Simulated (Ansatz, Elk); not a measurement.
# Bonding as seen by X-rays: SbP

Structure refinements treat a crystal as free atoms side by side. For a made-up structure of SbP (cell and positions from a PBEsol relaxation) the runs below show what the calculated density changes in F(hkl).

Main program and level: Elk 11.2.3 (patched build); DFT, PBE, all-electron APW+lo, Dirac cores, scalar-relativistic bands, static density, no spin.

The structure was built from a prototype and need not be the compound's stable phase.

## (1) The structure

Symmetry: R3m, No. 160, trigonal system. The conventional cell has a = 3.925 Å, b = 3.925 Å, c = 10.082 Å, α = 90.00°, β = 90.00°, γ = 120.00°. Sb has 6 P at 2.64 to 3.02 Å nearest. P has 6 Sb at 2.64 to 3.02 Å nearest. Farther neighbours are not listed.

## (2) Ground state and structure factors

An all-electron density is needed, since X-rays see the cores too. Task 0 finds the density and task 195 Fourier-transforms it; tshift is off so that phases refer to the origin typed.

Input file elk.in:

```
tasks
  0
  195

xctype
  20

spinpol
  .false.

rgkmax
  7.0

gmaxvr
  14.0

lmaxo
  7

lmaxapw
  8

swidth
  0.002

tshift
  .false.

ramdisk
  .false.

hmaxvr
  5.5

maxscl
  120

epspot
  1e-06

sppath
  './'

avec
  3.70837594420 2.14103184935 6.35092999199
  -3.70837594420 2.14103184935 6.35092999199
  0.00000000000 -4.28206369957 6.35092999169

atoms
  2
  'Sb.in'
  1
  0.2375869375 0.2375869375 0.2375869375   0.000000 0.000000 0.000000
  'P.in'
  1
  0.7696797295 0.7696797295 0.7696797295   0.000000 0.000000 0.000000

ngridk
  7 7 7
```

Started as:

```
$ OMP_NUM_THREADS=4 elk
```

Numbers of over 12 decimals in the logs are rounded to 6 here.

The program printed:

```text
┌─────────────────────────┐
│ Elk code version 11.2.3 │
└─────────────────────────┘

All units are atomic (Hartree, Bohr, etc.)

┌─────────────────────────────────────────────────┐
│ Ground-state run starting from atomic densities │
└─────────────────────────────────────────────────┘

Lattice vectors :
   3.708375944       2.141031849       6.350929992
  -3.708375944       2.141031849       6.350929992
   0.000000000      -4.282063700       6.350929992

Reciprocal lattice vectors :
  0.8471613183      0.4891088151      0.3297777027
 -0.8471613183      0.4891088151      0.3297777027
  0.1552589168E-16 -0.9782176303      0.3297777026

Unit cell volume      :    302.5488168
Brillouin zone volume :   0.8198683970

Muffin-tin inner radius fraction :   0.1000000000E-01

Nuclei treated as point charges

Species : 1 (Sb)
 parameters loaded from : Sb.in
 name : antimony
 nuclear charge    :   -51.00000000
 electronic charge :    51.00000000
 atomic mass :    221954.9021
 muffin-tin radius :    2.600000000
 number of radial points in muffin-tin :   1193
 inner part over the whole radius :   0.9886087340E-02
 number on inner part of muffin-tin    :    850
 approximate nuclear radius :   0.8886795689E-04
 number of mesh points to nuclear radius :    429
 atomic positions (lattice), magnetic fields (Cartesian) :
  1 :   0.23758694  0.23758694  0.23758694    0.00000000  0.00000000  0.00000000

Species : 2 (P)
 parameters loaded from : P.in
 name : phosphorus
 nuclear charge    :   -15.00000000
 electronic charge :    15.00000000
 atomic mass :    56461.71230
 muffin-tin radius :    2.200000000
 number of radial points in muffin-tin :    793
 inner part over the whole radius :   0.9987340520E-02
 number on inner part of muffin-tin    :    554
 approximate nuclear radius :   0.6081821256E-04
 number of mesh points to nuclear radius :    248
 atomic positions (lattice), magnetic fields (Cartesian) :
  1 :   0.76967973  0.76967973  0.76967973    0.00000000  0.00000000  0.00000000

Total number of atoms per unit cell :    2
Total muffin-tin volume :    118.2244147
 ratio of muffin-tin to unit cell volume :   0.3907614513

Spin treatment :
 spin-unpolarised

Number of Bravais lattice symmetries :   12
Number of crystal symmetries         :    6
Crystal has no inversion symmetry
Complex Hermitian eigensolver will be used

k-point grid :      7     7     7
k-point offset :    0.000000000       0.000000000       0.000000000
k-point set is reduced with full crystal symmetry group
Total number of k-points :       84

Muffin-tin radius times maximum |G+k| :    7.000000000
 using average radius
Maximum |G+k| for APW functions       :    2.916666667
Maximum (1/2)|G+k|²                   :    4.253472222
Maximum |G| for potential and density :    14.00000000
Constant for pseudocharge density :    9
 order of it for each species :   16  16
 order of it for pair densities of each species (exact exchange by exxq0 0: 17) :   11   7
Radial integration step length :    1

G-vector grid sizes :     35    35    35
Number of G-vectors :    14033

Maximum angular momentum used for
 APW functions            :    8
 outer part of muffin-tin :    7
 inner part of muffin-tin :    2

Total nuclear charge    :   -66.00000000
Total core charge       :    46.00000000
Total valence charge    :    20.00000000
Total excess charge     :    0.000000000
Total electronic charge :    66.00000000

Effective Wigner radius, rₛ :    1.030514969

Number of empty states         :      8
Total number of valence states :     19
Total number of core states    :     46

Third-order local-orbitals added for an l without core states : T
Total number of local-orbitals :     20

Exchange-correlation functional :     20     0     0
 Perdew-Burke-Ernzerhof, Phys. Rev. Lett. 77, 3865 (1996)
 gradient requirement :    1
 generalised gradient approximation (GGA)

Smearing type :    3
 Fermi-Dirac
Smearing width :   0.2000000000E-02
Effective electronic temperature (K) :    631.5500496

Mixing type :    3
[...]
exchange                    :     -190.59584308887
 correlation                 :     -3.363213
 electron entropic           :    -0.23183274016313E-04
 total energy                :     -6826.9445996888

Density of states at Fermi energy :    1.100081241
 (states/Hartree/unit cell)

Estimated indirect band gap :   0.1522373011E-01
 from k-point 78 to k-point 4
Estimated direct band gap   :   0.2403828097E-01
 at k-point 5

Charges :
 core                        :    46.00000000
 valence                     :    20.00000000
 interstitial                :    3.769263973
 muffin-tins (core leakage)
  species : 1 (Sb)
   atom 1                    :    48.77991524     (  0.8053191020E-03)
  species : 2 (P)
   atom 1                    :    13.45082078     (  0.3064774705E-03)
 total in muffin-tins        :    62.23073603
 total calculated charge     :    65.99927170
 total charge                :    66.00000000
 error                       :   0.7282971438E-03

RMS change in Kohn-Sham potential (target) :   0.3478015357     (  0.1000000000E-05)
Absolute change in total energy (target)   :   0.6711944333     (  0.1000000000E-03)

[... loops 3 to 13 left out ...]

┌──────────────────┐
│ Loop number : 14 │
└──────────────────┘

Energies :
 Fermi                       :     0.282618
 sum of occupied eigenvalues :     -4113.3700049941
 electron kinetic            :      7184.9412790996
 core electron kinetic       :      7028.7408729403
 Coulomb                     :     -13816.713077272
 Coulomb potential           :     -11045.456072850
 nuclear-nuclear             :     -683.95790497010
 electron-nuclear            :     -15232.197330506
 Hartree                     :      2099.4421582038
 Madelung                    :     -8293.9850408474
 xc potential                :     -252.85521124374
 exchange                    :     -190.59500738340
 correlation                 :     -3.364933
 electron entropic           :    -0.55663406132964E-04
 total energy                :     -6825.7317946814

Density of states at Fermi energy :    3.395308712
 (states/Hartree/unit cell)

Estimated indirect band gap :   0.9531523409E-02
 from k-point 30 to k-point 4
Estimated direct band gap   :   0.2258258976E-01
 at k-point 4

Charges :
 core                        :    46.00000000
 valence                     :    20.00000000
 interstitial                :    3.758844443
 muffin-tins (core leakage)
  species : 1 (Sb)
   atom 1                    :    48.97072392     (  0.7826427698E-03)
  species : 2 (P)
   atom 1                    :    13.27043163     (  0.3077564811E-03)
 total in muffin-tins        :    62.24115556
 total calculated charge     :    65.99927554
 total charge                :    66.00000000
 error                       :   0.7244583147E-03

RMS change in Kohn-Sham potential (target) :   0.7514228983E-07 (  0.1000000000E-05)
Absolute change in total energy (target)   :   0.9280727227E-04 (  0.1000000000E-03)

Convergence targets achieved

┌──────────────────┐
│ Loop number : 15 │
└──────────────────┘

Energies :
 Fermi                       :     0.282618
 sum of occupied eigenvalues :     -4113.3700074822
 electron kinetic            :      7184.9412776753
 core electron kinetic       :      7028.7408731548
 Coulomb                     :     -13816.713078601
 Coulomb potential           :     -11045.456075484
 nuclear-nuclear             :     -683.95790497010
 electron-nuclear            :     -15232.197330614
 Hartree                     :      2099.4421569839
 Madelung                    :     -8293.9850408588
 xc potential                :     -252.85520967393
 exchange                    :     -190.59500732459
 correlation                 :     -3.364933
 electron entropic           :    -0.55663503012147E-04
 total energy                :     -6825.7317973803

Density of states at Fermi energy :    3.395316950
 (states/Hartree/unit cell)

Estimated indirect band gap :   0.9531508708E-02
 from k-point 30 to k-point 4
Estimated direct band gap   :   0.2258258342E-01
 at k-point 4

Charges :
 core                        :    46.00000000
 valence                     :    20.00000000
 interstitial                :    3.758844733
 muffin-tins (core leakage)
  species : 1 (Sb)
   atom 1                    :    48.97072376     (  0.7826428184E-03)
  species : 2 (P)
   atom 1                    :    13.27043150     (  0.3077565115E-03)
 total in muffin-tins        :    62.24115527
 total calculated charge     :    65.99927554
 total charge                :    66.00000000
 error                       :   0.7244585655E-03

┌──────────────────────────────┐
│ Self-consistent loop stopped │
└──────────────────────────────┘

Warning : core states of species 1 leak from the muffin-tin :   0.7826428184E-03

Warning : core states of species 2 leak from the muffin-tin :   0.3077565115E-03

Wrote STATE.OUT
```

Run time: 14 s. Hardware: 4 threads of Arm Neoverse V1, shared host; peak memory 0.18 GiB.

SFACRHO.OUT:

```text

h k l indices transformed by vhmat matrix:
   1.000000000       0.000000000       0.000000000    
   0.000000000       1.000000000       0.000000000    
   0.000000000       0.000000000       1.000000000    

      h      k      l  multipl.   |H|            Re(F)            Im(F)           |F|

      0      0      0      1   0.0000000       65.999999     -0.37736329E-16   65.999999    
     -1     -1     -1      1  0.98933311      -14.499858       31.934977       35.072619    
      1      1      1      1  0.98933311      -14.499858      -31.934977       35.072619    
      0     -1      0      3   1.0323096       4.8393953      -32.069599       32.432683    
      0      1      0      3   1.0323096       4.8393953       32.069599       32.432683    
      1      1      0      3   1.1797979      -52.500675       3.8539166       52.641937    
      0     -1     -1      3   1.1797979      -52.500675      -3.8539166       52.641937    
      1      1      2      3   1.6422433       44.599042      -7.2717069       45.187966    
     -1     -1     -2      3   1.6422433       44.599042       7.2717069       45.187966    
     -1      1      0      6   1.6943226       47.026372      0.37625527E-14   47.026372    
      1      2      2      3   1.9172227       18.728112       26.265832       32.258891    
     -2     -2     -1      3   1.9172227       18.728112      -26.265832       32.258891    
      2      1      0      6   1.9620166      -11.330100      -26.707472       29.011380    
      0     -2     -1      6   1.9620166      -11.330100       26.707472       29.011380    
     -2     -2     -2      1   1.9786662      -37.973708      -10.237074       39.329380    
      2      2      2      1   1.9786662      -37.973708       10.237074       39.329380    
     -1      1      1      3   1.9840343       3.6980167       26.930226       27.182944    
      1     -1     -1      3   1.9840343       3.6980167      -26.930226       27.182944
```

Elk indexes on the primitive cell of elk.in and gives |H| = 4π sin θ/λ in inverse bohr. Below, one row stands for each form hkl of the conventional cell (m members, Friedel mates merged), F is for one primitive cell and the density is static (no thermal factor). Free-atom factors are Waasmaier and Kirfel's, and R is Σm||F|−|F'||/Σm|F|.

```
hkl   m  sin θ/λ (Å⁻¹)  abs F, DFT  neutral atoms   diff.  abs of complex diff.
003   2          0.149      35.073         35.173  -0.100                 0.133
101   6          0.155      32.433         32.558  -0.126                 0.131
012   6          0.177      52.642         52.507  +0.135                 0.152
104   6          0.247      45.188         45.270  -0.082                 0.082
110   6          0.255      47.026         47.090  -0.064                 0.064
015   6          0.288      32.259         32.254  +0.005                 0.070
113  12          0.295      29.011         29.011  +0.000                 0.099
006   2          0.298      39.329         39.470  -0.141                 0.151
021   6          0.298      27.183         27.157  +0.026                 0.142
202   6          0.310      42.728         42.855  -0.127                 0.128
024   6          0.355      38.854         38.745  +0.109                 0.111
107   6          0.377      31.477         31.488  -0.011                 0.034
205   6          0.385      28.073         28.086  -0.014                 0.040
116  12          0.392      34.566         34.550  +0.016                 0.026
211  12          0.392      23.695         23.672  +0.023                 0.023
122  12          0.402      37.735         37.723  +0.011                 0.032
018   6          0.423      30.339         30.349  -0.010                 0.031
214  12          0.437      34.574         34.583  -0.009                 0.024
300   6          0.441      36.179         36.191  -0.011                 0.024
009   2          0.446      31.311         31.308  +0.004                 0.022
027   6          0.455      28.226         28.216  +0.010                 0.014
125  12          0.462      25.186         25.180  +0.006                 0.007
```

## (3) The highest occupied states alone

An energy window below the Fermi level keeps the highest occupied states, to see at which angles they scatter; shallow core shells can lie inside it and anion s states outside. No new self-consistency is needed.

elk.in, as its differences from that of step 2:

```diff
@@ -1,3 +1,2 @@
 tasks
-  0
   195
@@ -40,2 +39,5 @@
 
+wsfac
+  -0.158370 0.582620
+
 sppath
```

Started as:

```
$ OMP_NUM_THREADS=4 elk
```

The program printed:

```text
┌─────────────────────────────────┐
│ Elk code version 11.2.3 started │
└─────────────────────────────────┘

Info(readinput): the functional depends on the density's gradient
 muffin-tin radial points multiplied by    2.00000
 (not where nrmtscf is given)

┌────────────────────┐
│ Current task : 195 │
└────────────────────┘

Info(sfacrho): density structure factors written to SFACRHO.OUT

 Energy window :  -0.1583700000      0.5826200000

┌──────────────────┐
│ Elk code stopped │
└──────────────────┘
```

Wall time 3.7 s (4 threads); peak memory 0.18 GiB.

States within 12 eV below the Fermi level hold 9.05 electrons; any levels below the window count with the cores. Their amplitudes can exceed the total, where window and core parts have opposite phase:

```
hkl  sin θ/λ (Å⁻¹)  abs F, window  abs F, all
003          0.149          1.084      35.073
101          0.155          0.791      32.433
012          0.177          2.031      52.642
104          0.247          0.295      45.188
110          0.255          0.171      47.026
015          0.288          0.177      32.259
113          0.295          0.185      29.011
006          0.298          0.223      39.329
021          0.298          0.186      27.183
202          0.310          0.249      42.728
```

(Continued in part 2 of 2.)

[Logs are printed without paths, hosts, clocks, repeated set-up lines and the standing remarks that a program may print on its own settings, such as how far it seeks lower states.]

[Hosts, paths, dates, database ids (printed as entryN), source tags and the programs' standing remarks are cut or masked in the printed files.]
